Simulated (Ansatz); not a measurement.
# Does disorder add resistance in series? Ni(111) layers displaced at 300 K

Two lengths of the disordered region are known. What area resistance does the third give?

**Method.** Ansatz 0.2.0, plane waves with PAW datasets at their recommended cutoffs (420 eV for most), Fermi-Dirac smearing; ballistic transmission by layer matching. The area resistance is RA = A (h/2e²)(1/T − 1/N), with T the zone-mean transmission per spin and N the lead's channels, both averaged over a few energies near the Fermi level; for magnets each spin is taken apart, with h/e², and the two conduct in parallel. Lateral cell 2x2, PBE, a fresh random draw for each length. Atoms are displaced independently, by 0.0624 Å r.m.s. per direction; each RA is scaled by the nominal over the drawn mean square displacement.

Results; the value marked ? is to be predicted:

```
length (Å)  channels N, both spins  RA (fΩ m²)
      8.14                   9.443      0.0451
      16.3                   9.370      0.0457
      24.4                   9.410           ?
```

Worked fit:

Ohm's law makes RA linear in the length: the slope is (0.0457 − 0.0451)/(16.3 − 8.14) = 6.40×10⁻⁵ fΩ m² per Å, or 0.064 µΩ cm. Then 0.0457 + 6.40×10⁻⁵ × 8.14. Predicted: 0.0462 fΩ m².

Check against the run:

0.0718 fΩ m², so the prediction is 36 % too low. The three lengths together give 1.6 µΩ cm. Single draws scatter; these runs don't part the causes of the miss, and leave the question open.

**Limits.** The scatterers repeat sideways with the small cell. The slope is a raw one; a model of isotropic scattering puts it 1.22 times the bulk value over these lengths.

[Logs are printed without paths, hosts, clocks, repeated set-up lines and the standing remarks that a program may print on its own settings, such as how far it seeks lower states.]
